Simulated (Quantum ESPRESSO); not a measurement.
# LiCl (Fm-3m): a volume series of phonon spectra, part 8 of 9

Aim: how the vibrations of LiCl shift with volume, and the expansion that follows.

Experimental results on record:
- volume expansion coefficient 131.4 1e-6/K and heat capacity C_P per formula unit 48.1 J/mol/K near room temperature (given in “High-Throughput Prediction of Finite-Temperature Properties using the Quasi-Harmonic Approximation”, 2016, arXiv:1603.06924)
- volume expansion coefficient 131.1 1e-6/K near room temperature (given in “Descriptors for thermal expansion in solids”, 2017, arXiv:1701.03966)

Quantum ESPRESSO 7.5; DFT PBE, scalar-relativistic, plane waves, GBRV ultrasoft pseudopotentials.

So far. Step 18 (Zone-centre response): The Born charges sum to zero within 0.0053 e; the rest is removed before use. Acoustic frequencies in this log differ from zero by the error of the sum rule, which ph.x does not impose. Step 20 (Ground state at this cell, V/V0 0.97): The run ends at a pressure of 1.04 GPa.

The database entry behind the starting cell differs from later determinations by our own check (0.1 to 0.3 % short, probably kX units), so it need not match the best structure at ambient conditions.

### 21. Zone-centre response

In a polar crystal the Born charges and ε∞ give the long-range dipole term that a finite supercell misses. They are those of this k-mesh and were not tested on a denser one; where the gap is small they converge slowly, and the LO modes with them.

Input file ph.in:

```
phonons
&INPUTPH
  prefix = 'x'
  outdir = './tmp'
  fildyn = 'x.dyn'
  tr2_ph = 1.0d-18
  epsil  = .true.
/
0.000000000 0.000000000 0.000000000
```

Input file scf.in:

```
&CONTROL
  calculation = 'scf'
  prefix      = 'x'
  outdir      = './tmp'
  pseudo_dir  = './pseudo'
  tprnfor     = .true.
  tstress     = .true.
/
&SYSTEM
  ibrav       = 0
  nat         = 2
  ntyp        = 2
  ecutwfc     = 45.0
  ecutrho     = 270.0
  occupations = 'fixed'
  nbnd        = 7
/
&ELECTRONS
  conv_thr         = 1.0d-12
  mixing_beta      = 0.7
  electron_maxstep = 100
/
ATOMIC_SPECIES
 Li      6.9400  Li.upf
 Cl     35.4500  Cl.upf
CELL_PARAMETERS angstrom
     0.000000000    2.548310328    2.548310328
     2.548310328    0.000000000    2.548310328
     2.548310328    2.548310328    0.000000000
ATOMIC_POSITIONS crystal
 Li     0.000000000   0.000000000   0.000000000
 Cl     0.500000000   0.500000000   0.500000000
K_POINTS automatic
 8 8 8 0 0 0
```

Run with:

```bash
$ OMP_NUM_THREADS=1 mpirun -n 4 ph.x -nk 4 -in ph.in > ph.out
```

What it wrote:

```text
[banner, memory and clock lines left out]
Program PHONON v.7.5

     ./tmp/x.save/

     IMPORTANT: XC functional enforced from input :
     Exchange-correlation= PBE
                           (   1   4   3   4   0   0   0)
     Any further DFT definition will be discarded
     Please, verify this is what you really want

     G-vector sticks info

     negative rho (up, down):  1.448E-02 0.000E+00
     Reading collected, re-writing distributed wavefunctions in ./tmp/

     Number and degeneracy of irreps per q-point
[...]
freq (    1) =      -0.243957 [THz] =      -8.137526 [cm-1]
     freq (    2) =      -0.243957 [THz] =      -8.137526 [cm-1]
     freq (    3) =      -0.243957 [THz] =      -8.137526 [cm-1]
     freq (    4) =       5.674515 [THz] =     189.281435 [cm-1]
     freq (    5) =       5.674515 [THz] =     189.281435 [cm-1]
     freq (    6) =       5.674515 [THz] =     189.281435 [cm-1]
 **************************************************************************

     Mode symmetry, O_h (m-3m)  point group:

     freq (   1-   3) =         -8.1  [cm-1]   --> T_1u G_15  G_4- I
     freq (   4-   6) =        189.3  [cm-1]   --> T_1u G_15  G_4- I
```

Wall time 39 s (4 MPI ranks of Arm Neoverse V1, shared host).

ε∞:

```
2.99 0.00 0.00
0.00 2.99 0.00
0.00 0.00 2.99
```

The Born charges sum to zero within 0.0054 e; the rest is removed before use. Acoustic frequencies in this log differ from zero by the error of the sum rule, which ph.x does not impose.

### 22. Forces on a displaced cell

One atom (for the harmonic constants) or a pair of atoms (for the cubic ones) is moved by a few hundredths of an ångström; the forces on all atoms give a column of force constants. The threshold is tight because the forces are small.

System of this step: LiCl. The cell holds 54 atoms: 27 Li and 27 Cl. Its edges and angles: a = 10.812 Å, b = 10.812 Å, c = 10.812 Å, α = 60.0°, β = 60.0°, γ = 60.0°. It derives from LiCl, repeated 3×3×3.

Input file disp-00001.in:

```
&CONTROL
  calculation = 'scf'
  prefix      = 'x'
  outdir      = './tmp'
  pseudo_dir  = './pseudo'
  tprnfor     = .true.
  disk_io     = 'none'
/
&SYSTEM
  ibrav       = 0
  nat         = 54
  ntyp        = 2
  ecutwfc     = 45.0
  ecutrho     = 270.0
  occupations = 'fixed'
  nbnd        = 137
/
&ELECTRONS
  conv_thr         = 1.0d-11
  mixing_beta      = 0.7
  electron_maxstep = 100
/
ATOMIC_SPECIES
 Li      6.9400  Li.upf
 Cl     35.4500  Cl.upf
CELL_PARAMETERS angstrom
     0.000000000    7.644930985    7.644930985
     7.644930985    0.000000000    7.644930985
     7.644930985    7.644930985    0.000000000
ATOMIC_POSITIONS crystal
 Li     0.001849871   0.000000000   0.000000000
 Li     0.333333333   0.000000000   0.000000000
 Li     0.666666667   0.000000000   0.000000000
 Li     0.000000000   0.333333333   0.000000000
 Li     0.333333333   0.333333333   0.000000000
 Li     0.666666667   0.333333333   0.000000000
 Li     0.000000000   0.666666667   0.000000000
 Li     0.333333333   0.666666667   0.000000000
 Li     0.666666667   0.666666667   0.000000000
 Li     0.000000000   0.000000000   0.333333333
 Li     0.333333333   0.000000000   0.333333333
 Li     0.666666667   0.000000000   0.333333333
 Li     0.000000000   0.333333333   0.333333333
 Li     0.333333333   0.333333333   0.333333333
 Li     0.666666667   0.333333333   0.333333333
 Li     0.000000000   0.666666667   0.333333333
 Li     0.333333333   0.666666667   0.333333333
 Li     0.666666667   0.666666667   0.333333333
 Li     0.000000000   0.000000000   0.666666667
 Li     0.333333333   0.000000000   0.666666667
 Li     0.666666667   0.000000000   0.666666667
 Li     0.000000000   0.333333333   0.666666667
 Li     0.333333333   0.333333333   0.666666667
 Li     0.666666667   0.333333333   0.666666667
 Li     0.000000000   0.666666667   0.666666667
 Li     0.333333333   0.666666667   0.666666667
 Li     0.666666667   0.666666667   0.666666667
 Cl     0.166666667   0.166666667   0.166666667
 Cl     0.500000000   0.166666667   0.166666667
 Cl     0.833333333   0.166666667   0.166666667
 Cl     0.166666667   0.500000000   0.166666667
 Cl     0.500000000   0.500000000   0.166666667
 Cl     0.833333333   0.500000000   0.166666667
 Cl     0.166666667   0.833333333   0.166666667
 Cl     0.500000000   0.833333333   0.166666667
 Cl     0.833333333   0.833333333   0.166666667
 Cl     0.166666667   0.166666667   0.500000000
 Cl     0.500000000   0.166666667   0.500000000
 Cl     0.833333333   0.166666667   0.500000000
 Cl     0.166666667   0.500000000   0.500000000
 Cl     0.500000000   0.500000000   0.500000000
 Cl     0.833333333   0.500000000   0.500000000
 Cl     0.166666667   0.833333333   0.500000000
 Cl     0.500000000   0.833333333   0.500000000
 Cl     0.833333333   0.833333333   0.500000000
 Cl     0.166666667   0.166666667   0.833333333
 Cl     0.500000000   0.166666667   0.833333333
 Cl     0.833333333   0.166666667   0.833333333
 Cl     0.166666667   0.500000000   0.833333333
 Cl     0.500000000   0.500000000   0.833333333
 Cl     0.833333333   0.500000000   0.833333333
 Cl     0.166666667   0.833333333   0.833333333
 Cl     0.500000000   0.833333333   0.833333333
 Cl     0.833333333   0.833333333   0.833333333
K_POINTS automatic
 2 2 2 0 0 0
```

Run with:

```bash
$ OMP_NUM_THREADS=1 mpirun -n 2 pw.x -nk 2 -in disp-00001.in > disp-00001.out
```

What it wrote:

```text
[banner, memory and clock lines left out]
Program PWSCF v.7.5

     Message from routine setup:
     using ibrav=0 with symmetry is DISCOURAGED, use correct ibrav instead

     G-vector sticks info

     bravais-lattice index     =            0
     lattice parameter (alat)  =      20.4309  a.u.
     unit-cell volume          =    6030.4164 (a.u.)^3
     number of atoms/cell      =           54
     number of atomic types    =            2
     number of electrons       =       270.00
     number of Kohn-Sham states=          137
     kinetic-energy cutoff     =      45.0000  Ry
     charge density cutoff     =     270.0000  Ry
     scf convergence threshold =      1.0E-11
     mixing beta               =       0.7000
     number of iterations used =            8  plain     mixing
     Exchange-correlation=  SLA  PW   PBX  PBC
                           (   1   4   3   4   0   0   0)

     celldm(1)=  20.430897  celldm(2)=   0.000000  celldm(3)=   0.000000
     celldm(4)=   0.000000  celldm(5)=   0.000000  celldm(6)=   0.000000

     crystal axes: (cart. coord. in units of alat)
               a(1) = (   0.000000   0.707107   0.707107 )
               a(2) = (   0.707107   0.000000   0.707107 )
               a(3) = (   0.707107   0.707107   0.000000 )

     reciprocal axes: (cart. coord. in units 2 pi/alat)
               b(1) = ( -0.707107  0.707107  0.707107 )
               b(2) = (  0.707107 -0.707107  0.707107 )
               b(3) = (  0.707107  0.707107 -0.707107 )

     PseudoPot. # 1 for Li read from file:
     ./pseudo/Li.upf
     Pseudo is Ultrasoft, Zval =  3.0
     Using radial grid of  751 points,  5 beta functions with:
                l(1) =   0
                l(2) =   0
                l(3) =   0
[...]
Q(r) pseudized with 10 coefficients,  rinner =    1.150   1.150   1.150

     PseudoPot. # 2 for Cl read from file:
     ./pseudo/Cl.upf
     Pseudo is Ultrasoft + core correction, Zval =  7.0
     Using radial grid of  909 points,  6 beta functions with:
[...]
l(5) =   2
                l(6) =   2
     Q(r) pseudized with  8 coefficients,  rinner =    1.300   1.300   1.300
                                                       1.300   1.300

     atomic species   valence    mass     pseudopotential
     Li                3.00     6.94000     Li( 1.00)
     Cl                7.00    35.45000     Cl( 1.00)

      4 Sym. Ops. (no inversion) found

   Cartesian axes

     site n.     atom                  positions (alat units)
         1        Li     tau(   1) = (   0.0000000   0.0013081   0.0013081  )
         2        Li     tau(   2) = (   0.0000000   0.2357023   0.2357023  )
         3        Li     tau(   3) = (   0.0000000   0.4714045   0.4714045  )
[...]
26        Li     tau(  26) = (   0.9428090   0.7071068   0.7071068  )
        27        Li     tau(  27) = (   0.9428090   0.9428090   0.9428090  )
        28        Cl     tau(  28) = (   0.2357023   0.2357023   0.2357023  )
        29        Cl     tau(  29) = (   0.2357023   0.4714045   0.4714045  )
        30        Cl     tau(  30) = (   0.2357023   0.7071068   0.7071068  )
[...]
53        Cl     tau(  53) = (   1.1785113   0.9428090   0.9428090  )
        54        Cl     tau(  54) = (   1.1785113   1.1785113   1.1785113  )

     number of k points=     5
                       cart. coord. in units 2pi/alat
        k(    1) = (   0.0000000   0.0000000   0.0000000), wk =   0.2500000
        k(    2) = (  -0.3535534  -0.3535534   0.3535534), wk =   0.5000000
        k(    3) = (  -0.7071068   0.0000000   0.0000000), wk =   0.2500000
        k(    4) = (  -0.3535534  -0.3535534  -0.3535534), wk =   0.5000000
        k(    5) = (  -0.0000000  -0.7071068   0.0000000), wk =   0.5000000

     Dense  grid:   452151 G-vectors     FFT dimensions: ( 108, 108, 108)

     Smooth grid:   246089 G-vectors     FFT dimensions: (  90,  90,  90)

     Initial potential from superposition of free atoms

     starting charge     257.8297, renormalised to     270.0000

     negative rho (up, down):  4.257E-01 0.000E+00
     Starting wfcs are  243 randomized atomic wfcs

     per-process dynamical memory:   832.6 Mb

     Self-consistent Calculation

     iteration #  1     ecut=    45.00 Ry     beta= 0.70
     Davidson diagonalization with overlap
     ethr =  1.00E-02,  avg # of iterations =  1.8

     Threshold (ethr) on eigenvalues was too large:
     Diagonalizing with lowered threshold

     Davidson diagonalization with overlap
     ethr =  1.67E-04,  avg # of iterations =  3.0

     negative rho (up, down):  4.004E-01 0.000E+00

     total energy              =   -1296.80463492 Ry
     estimated scf accuracy    <       0.46855294 Ry

     iteration #  2     ecut=    45.00 Ry     beta= 0.70
     Davidson diagonalization with overlap
     ethr =  1.74E-04,  avg # of iterations =  2.0

     negative rho (up, down):  3.923E-01 0.000E+00

     total energy              =   -1296.82789204 Ry
     estimated scf accuracy    <       0.02360904 Ry

     iteration #  3     ecut=    45.00 Ry     beta= 0.70
[...]
total energy              =   -1296.84228830 Ry
     estimated scf accuracy    <       0.00092963 Ry

[...]
ethr =  6.95E-10,  avg # of iterations =  4.8

     negative rho (up, down):  3.911E-01 0.000E+00

     total energy              =   -1296.84364353 Ry
     estimated scf accuracy    <       0.00000037 Ry

     iteration #  9     ecut=    45.00 Ry     beta= 0.70
     Davidson diagonalization with overlap
     ethr =  1.36E-10,  avg # of iterations =  5.4

     negative rho (up, down):  3.910E-01 0.000E+00

     total energy              =   -1296.84364367 Ry
     estimated scf accuracy    <       0.00000001 Ry

     iteration # 10     ecut=    45.00 Ry     beta= 0.70
     Davidson diagonalization with overlap
```

Run time: 19 min. Hardware: 2 MPI ranks.

Residual by cycle:

cycle, log10 residual and a bar from the least value:
```
        1       -0.3 ##############################
        2       -1.6 #########################
        3       -3.0 ###################
        4       -3.3 ##################
        5       -4.1 ###############
        6       -4.9 ############
        7       -5.7 #########
        8       -6.4 ######
        9       -8.0
```

The run was cut off at its time limit.

After 9 cycles the residual stands at 1.0e-8.

### 23. Self-consistent run, V/V0 1.05

A tight ground state at this cell gives the energy of this member; its pressure is the stress at this cutoff, which can carry an offset from the finite basis.

System of this step: LiCl. Symmetry: Fm-3m, No. 225, cubic system. The conventional cell has a = 5.233 Å, b = 5.233 Å, c = 5.233 Å, α = 90.00°, β = 90.00°, γ = 90.00°. Nearest to Li lie 6 Cl at 2.62 Å. Cl has 6 Li at 2.62 Å nearest. Farther neighbours and most contacts between anions are not listed.

The cell differs from the one that the last finished run ended in (a 3.604 → 3.700 Å, b 3.604 → 3.700 Å, c 3.604 → 3.700 Å).

scf.in, as its differences from that of step 21:

```diff
@@ -26,5 +26,5 @@
 CELL_PARAMETERS angstrom
-     0.000000000    2.548310328    2.548310328
-     2.548310328    0.000000000    2.548310328
-     2.548310328    2.548310328    0.000000000
+     0.000000000    2.616524683    2.616524683
+     2.616524683    0.000000000    2.616524683
+     2.616524683    2.616524683    0.000000000
 ATOMIC_POSITIONS crystal
```

Run with:

```bash
$ OMP_NUM_THREADS=1 mpirun -n 4 pw.x -nk 4 -in scf.in > scf.out
```

What it wrote:

```text
[banner, memory and clock lines left out]
Program PWSCF v.7.5

     Message from routine setup:
     using ibrav=0 with symmetry is DISCOURAGED, use correct ibrav instead

     G-vector sticks info

     bravais-lattice index     =            0
     lattice parameter (alat)  =       6.9926  a.u.
     unit-cell volume          =     241.7693 (a.u.)^3
     number of atoms/cell      =            2
     number of atomic types    =            2
     number of electrons       =        10.00
[...]
Total force =     0.000000     Total SCF correction =     0.000000

     Computing stress (Cartesian axis) and pressure

     negative rho (up, down):  1.461E-02 0.000E+00
          total   stress  (Ry/bohr**3)                   (kbar)     P=      -13.98
  -0.00009501   0.00000000  -0.00000000          -13.98        0.00       -0.00
   0.00000000  -0.00009501   0.00000000            0.00      -13.98        0.00
  -0.00000000   0.00000000  -0.00009501           -0.00        0.00      -13.98

     XML data file, charge density, pseudopotentials, collected wavefunctions
[key lines of the parts left out:]
!    total energy              =     -48.03094056 Ry
convergence has been achieved in  11 iterations
```

Elapsed: 3.6 s, on 4 MPI ranks; 14 s of CPU time.

The run ends at a pressure of -1.40 GPa.

### 24. Born charges and dielectric tensor

In a polar crystal the Born charges and ε∞ give the long-range dipole term that a finite supercell misses. They are those of this k-mesh and were not tested on a denser one; where the gap is small they converge slowly, and the LO modes with them.

ph.in is that of step 21.

scf.in is that of step 23.

Run with:

```bash
$ OMP_NUM_THREADS=1 mpirun -n 4 ph.x -nk 4 -in ph.in > ph.out
```

What it wrote:

```text
[banner, memory and clock lines left out]
Program PHONON v.7.5

     ./tmp/x.save/

     IMPORTANT: XC functional enforced from input :
     Exchange-correlation= PBE
                           (   1   4   3   4   0   0   0)
     Any further DFT definition will be discarded
     Please, verify this is what you really want

     G-vector sticks info

     negative rho (up, down):  1.461E-02 0.000E+00
     Reading collected, re-writing distributed wavefunctions in ./tmp/

     Number and degeneracy of irreps per q-point
[...]
freq (    1) =      -0.092032 [THz] =      -3.069874 [cm-1]
     freq (    2) =      -0.092032 [THz] =      -3.069874 [cm-1]
     freq (    3) =      -0.092032 [THz] =      -3.069874 [cm-1]
     freq (    4) =       3.943649 [THz] =     131.545970 [cm-1]
     freq (    5) =       3.943649 [THz] =     131.545970 [cm-1]
     freq (    6) =       3.943649 [THz] =     131.545970 [cm-1]
 **************************************************************************

     Mode symmetry, O_h (m-3m)  point group:

     freq (   1-   3) =         -3.1  [cm-1]   --> T_1u G_15  G_4- I
     freq (   4-   6) =        131.5  [cm-1]   --> T_1u G_15  G_4- I
```

Run time: 41 s. Hardware: 4 MPI ranks.

ε∞:

```
2.89 0.00 0.00
0.00 2.89 0.00
0.00 0.00 2.89
```

The Born charges sum to zero within 0.0053 e; the rest is removed before use. Acoustic frequencies in this log differ from zero by the error of the sum rule, which ph.x does not impose.

(Continued in part 9 of 9.)

[Logs are printed without paths, hosts, clocks, repeated set-up lines and the standing remarks that a program may print on its own settings, such as how far it seeks lower states.]

[Hosts, paths, dates, database ids (printed as entryN), source tags and the programs' standing remarks are cut or masked in the printed files.]

[A step with changed settings may run another functional than the one named; its input shows which.]

[Of the runs on displaced cells, only some may be shown.]
